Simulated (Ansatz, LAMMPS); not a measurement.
# A frame of liquid mixture of 1,4-dioxane and H2O from 300 K (184 atoms): where an added charge goes, part 4 of 4

Aim: add and remove one electron in a frame of liquid mixture of 1,4-dioxane and H2O from 300 K (184 atoms), with atoms held and relaxed, and read trapping energy and localisation.

Ansatz 0.2.0; Kohn-Sham DFT, PBE+D4, PAW (set soft_2), plane waves.

The cell: 32 C, 40 O and 112 H. The network of contacts between molecules at the start is that of the classical potential that made the cell. Only the Γ point is sampled, in a cell whose shortest periodic width is 12 Å. The liquid is relaxed first.

So far. Step 7 (An extra electron, levels at the relaxed geometry): An extra electron, levels at the relaxed geometry: the energy stands 3.17 eV above that of the reference. An odd electron should give 1 μB; this run ended with the carrier shared between both spins. Step 8 (Neutral at the geometry of the electron): Neutral at the geometry of the electron: the energy stands 0.0172 eV above that of the reference.

**9. An extra hole, atoms held**

The electron count changes by one with the atoms held: a vertical process, on a uniform background, with spin and a narrow Fermi–Dirac smearing. Its energy against the neutral cell hangs on the program's zero of potential.

Contents of input.yaml:

```yaml
crystal:
  lattice:
    - [12.28703, 0.0, 0.0]
    - [0.0, 12.28703, 0.0]
    - [0.0, 0.0, 12.28703]
  atoms:
    [... the 184 atom lines of step 4 ...]
total_charge: 1
kpoints:
  mp_grid: { grid: [1, 1, 1] }
hamiltonian:
  xc: pbe
  dispersion: d4
scf:
  occupations: { method: fermi_dirac, width: 0.01 }
  lower_state_search: "off"
output:
  forces: true
  stress: true
  populations: intrinsic
  dos:
    method: { smearing: { sigma: 0.1 } }
    de: 0.1
    projected: { site_lists: { C: [C], H: [H], O: [O] } }
  eigenvalues: true
  write_density: true
  write_potential: true
  volumetric_format: npy
magnetization:
  spin_polarized: true
  initial_magnetization: 1
```

Command:

```console
$ ansatz run input.yaml --threads 4 --pin off --max-ram 8192MiB --backend cpu --events-out ev --progress --plain --runs-dir out
```

Numbers of over 12 decimals in the logs are rounded to 6 here.

The log of the run:

```text
[...]
Crystal: 184 atoms, lattice volume = 1854.987 Å³
Basis set: ecut = 420 eV, 36257 PW (Γ), exchange–correlation on 180×180×180 points (8 copies of the dense FFT grid, shifted against one another)
Bands: 424, of which v1, the nominal top of the filled ones, is band 240 counted from 1 (239 counted from 0)
Symmetry: 1 space group operations
[...]
k-points: 1
[... 7 lines on functional and potentials left out ...]
Starting moments: Σ|m| = 1 μB on 184 of 184 sites
[...]
SCF iter   1: F=—  HF=-32597.455481 eV  |F-HF|=—  |Δ(HF+E_count)|=         —  Δρ=5.82e-2 (↑5.81e-2 ↓5.82e-2)  dr2=2.40e2  dr2_m=5.60e-1  M=1.000 μB ∫|m|=1.048 μB  β_m=1.00  ethr=3.10e-3  ⟨swp⟩=6.0  Hψ=3940  notcnv=0  defer=56
[...]
SCF iter   2: F=—  HF=-32544.001522 eV  |F-HF|=—  |Δ(HF+E_count)|=         —  Δρ=3.67e-2 (↑3.49e-2 ↓3.67e-2)  dr2=8.54e1  dr2_m=4.43e-1  M=0.037 μB ∫|m|=0.193 μB  β_m=0.30  ethr=3.10e-3  ⟨swp⟩=3.0  Hψ=1443  notcnv=0  defer=358
[...]
SCF iter   8: F=—  HF=-32518.529796 eV  |F-HF|=—  |Δ(HF+E_count)|=   1.43e-1  Δρ=4.33e-3 (↑4.24e-3 ↓4.33e-3)  dr2=2.44e0  dr2_m=1.06e-2  M=0.017 μB ∫|m|=0.055 μB  β_m=0.30  ethr=6.50e-4  ⟨swp⟩=3.0  Hψ=1000  notcnv=0  defer=352
[...]
SCF iter  10: F=—  HF=-32518.569028 eV  |F-HF|=—  |Δ(HF+E_count)|=   3.04e-1  Δρ=4.53e-3 (↑4.10e-3 ↓4.53e-3)  dr2=2.49e0  dr2_m=5.98e-3  M=0.063 μB ∫|m|=0.093 μB  β_m=0.18  ethr=5.09e-4  ⟨swp⟩=5.0  Hψ=1018  notcnv=0  defer=350
[...]
SCF iter  55: F=-32518.323789 eV  HF=-32518.323789 eV  |F-HF|=1.83e-9  |Δ(HF+E_count)|=  1.02e-10  Δρ=3.12e-7 (↑1.19e-7 ↓3.12e-7)  dr2=2.38e-9  dr2_m=6.79e-10  M=0.999 μB ∫|m|=1.072 μB  β_m=0.11  ethr=1.15e-12  ⟨swp⟩=5.5  Hψ=2882  notcnv=0
SCF iter  56: F=-32518.323789 eV  HF=-32518.323789 eV  |F-HF|=6.11e-10  |Δ(HF+E_count)|=  2.91e-11  Δρ=1.32e-7 (↑9.90e-8 ↓1.32e-7)  dr2=7.11e-10  dr2_m=1.44e-10  M=0.999 μB ∫|m|=1.072 μB  ethr=1.00e-12  ⟨swp⟩=5.5  Hψ=2870  notcnv=0
SCF 1 converged in 56 iterations: F = -32518.323789 eV  dr2 = 7.11e-10
[...]
SCF converged after 56 iterations
Magnetization: 0.9990 μB (239.9995 up, 239.0005 down)
Absolute magnetization: 1.0724 μB (∫|ρ↑−ρ↓|, with the PAW one-centre terms)
[...]
Per-site moments (μB) at R_I (Å): [(0.00203632, 0.452910), (0.00167976, 0.452116), (0.016018, 0.591808), (0.00308531, 0.452665), (0.0014732, 0.452098), [...]
Free energy (F): -32518.323789 eV
[...]
Internal energy: -32518.310196 eV  (E = F + TS)
E sigma→0 (E₀):  -32518.316992 eV
Entropy (-TS):   -0.013594 eV (-0.074 meV/atom)
Fermi energy:    -1.525400 eV
[...]
Σ components = -32518.323789   (vs F -32518.323789, Δ=0.00e0)
--- Forces (eV/Å), atoms counted from 1 ---
  atom   1  C      0.06242704     0.06907786    -0.07116380
  atom   2  C     -0.15359241     0.04089339     0.14873942
  atom   3  O     -0.01270345    -0.06138882    -0.14666715
  atom   4  C      0.15592185     0.05428135     0.11662670
[...]
atom 184  H     -0.01433440    -0.02242202     0.00835285
  max |Σ_I F_I| component: 1.10e-5 eV/Å
--- Stress (GPa, compression-positive) ---
       -0.129183      -0.078902       0.004035
       -0.078902      -0.302320      -0.113855
        0.004035      -0.113855       0.070281
  P = ⅓ Tr σ = -0.1204 GPa (-1.204 kbar)
--- Band table (eV) ---
[...]
--- intrinsic populations: 184 sites ---
  site symbol       q [e]    m [muB]
     0      C      4.1354     0.0060
     1      C      4.1465     0.0049
     2      O      6.3597     0.0261
[...]
183      H      0.6266    -0.0001
  spilling = 0.000000 (of n_electrons = 479.000000)
```

Run time: 3.6 min. Hardware: 4 threads of Arm Neoverse V1, shared host; peak memory 4.2 GiB; 14 min of CPU time.

An extra hole, atoms held: the energy stands 1.42 eV above that of the reference, with a moment of 1.00 μB.

The levels nearest the highest filled one (over half full), pooled over k-points and spins:

```tsv
level less the highest filled one (eV)	occupation
-0.0685	1
-0.0468	0.996
-0.0289	0.978
0	0.712
0.0168	0.315
4.89	0
4.90	0
5.47	0
```

Spin density in the ac plane at fractional y = 0.020, with atoms of H and O and C within 0.2 Å of it.

Values in e/Å³, 13 rows by 16 columns, each cell a mean:
```
0.00 0.00 0.00 0.00 0.00 0.00 0.00 0.00 0.00 0.00 0.00 0.00 0.00 0.00 0.00 0.00
0.00 0.00 0.00 0.00 0.00 0.00 0.01 0.00 0.00 0.00 0.03 0.01 0.01 0.00 0.00 0.00
0.00 0.00 0.00 0.00 0.00 0.00 0.00 0.00 0.00 0.00 0.10 0.03 0.01 0.01 0.00 0.00
0.00 0.00 0.00 0.00 0.00 0.00 0.00 0.00 0.00 0.00 0.02 0.01 0.00 0.00 0.00 0.00
0.00 0.00 0.00 0.00 0.00 0.00 0.00 0.00 0.00 0.00 0.00 0.00 0.00 0.01 0.00 0.00
0.00 0.00 0.00 0.00 0.00 0.00 0.00 0.00 0.00 0.00 0.00 0.00 0.00 0.00 0.00 0.00
0.00 0.00 0.00 0.00 0.00 0.00 0.00 0.00 0.00 0.00 0.00 0.00 0.00 0.00 0.00 0.00
0.00 0.00 0.00 0.00 0.00 0.00 0.00 0.00 0.00 0.00 0.00 0.00 0.00 0.00 0.00 0.00
0.00 0.00 0.00 0.00 0.00 0.00 0.00 0.00 0.00 0.00 0.00 0.00 0.00 0.00 0.00 0.00
0.00 0.00 0.00 0.00 0.00 0.00 0.00 0.00 0.00 0.00 0.00 0.00 0.00 0.00 0.00 0.00
0.02 0.00 0.00 0.00 0.00 0.00 0.00 0.00 0.00 0.00 0.00 0.00 0.00 0.00 0.00 0.03
0.00 0.00 0.00 0.00 0.00 0.00 0.00 0.00 0.00 0.00 0.00 0.00 0.00 0.00 0.00 0.00
0.00 0.00 0.00 0.00 0.00 0.00 0.00 0.00 0.00 0.00 0.00 0.00 0.00 0.00 0.00 0.00
```
Columns run along a (12.3 Å), rows up along c (12.3 Å). Atoms in or near the plane, at fractional coordinates: H at (0.39, 0.89), O at (0.00, 0.18), C at (0.06, 0.99), H at (0.04, 0.90), H at (0.14, 0.01), C at (0.78, 0.82), O at (0.66, 0.80), H at (0.83, 0.65), O at (0.22, 0.48), H at (0.05, 0.48), O at (0.80, 0.45), H at (0.56, 0.47).

**10. An extra hole, atoms relaxed**

The atoms now respond to the charge; the energy gained comes from screening by the atoms, from trapping if the charge localises, and from any strain left in the reference.

Input and log are left out; they have the form of those shown for this kind of step.

The job ended after 12 min (4 threads of Arm Neoverse V1, shared host; peak memory 4.2 GiB; 48 min of CPU time).

The relaxation was stopped at its limit after 9 steps, 0.0958 eV below its start, with a largest force component of 0.053 eV/Å.

An extra hole, atoms relaxed: the energy stands 1.32 eV above that of the reference.

**11. Energies and spread of the extra charge**

Energies are differences within one cell and functional; the shift is the gain plus the neutral cell's energy at the new geometry, that is how much cheaper the vertical process becomes there. The spread is the participation number of the site moments (1/Σw², over the spin inside atomic spheres), with the atom that holds the largest share and the spin that the spheres hold in all.

```tsv
carrier	charged less neutral, atoms held (eV)	gain on relaxing (eV)	neutral cell at that geometry, less the reference (eV)	shift of the vertical energy (eV)	spread, atoms held	spread, relaxed
electron	3.207	0.040	0.017	0.057	-	-
hole *	1.416	0.096	-	-	18; O90 11 % of 0.57 μB	-
```

* The relaxation stopped at its limit.

**12. What came out**

The extra electron gains 0.040 eV as the atoms relax: so small a gain shows no trapping at this level. The cell with the electron keeps a moment of only 0.00 μB where one unpaired electron should give 1 μB: the carrier is shared between both spins, which can hide trapping. The extra hole gains 0.096 eV as the atoms relax. Adding the two vertical energies gives 4.62 eV, against a gap of 4.29 eV in the neutral cell. The zero of the potential cancels in this sum; the excess isn't taken apart here: charging of a small cell, filling of bands on a coarse mesh and the attraction to the background can all enter.

Caveats: Single energies of charged cells hang on the program's zero of potential. In the spin-polarised runs the search for a state of lower energy was switched off. No distortion was seeded, so a trapped state behind a barrier can't be found. Local and semilocal functionals favour spread-out charges, so trapping can be missed. The density was typed from a rule of thumb and may lie off the real one at this temperature. Charged cells carry a uniform background, with no correction for images.

The DFT runs together took 44 min of wall time.

[Logs are printed without paths, hosts, clocks, repeated set-up lines and the standing remarks that a program may print on its own settings, such as how far it seeks lower states.]

[Hosts, paths, dates, database ids (printed as entryN), source tags and the programs' standing remarks are cut or masked in the printed files.]
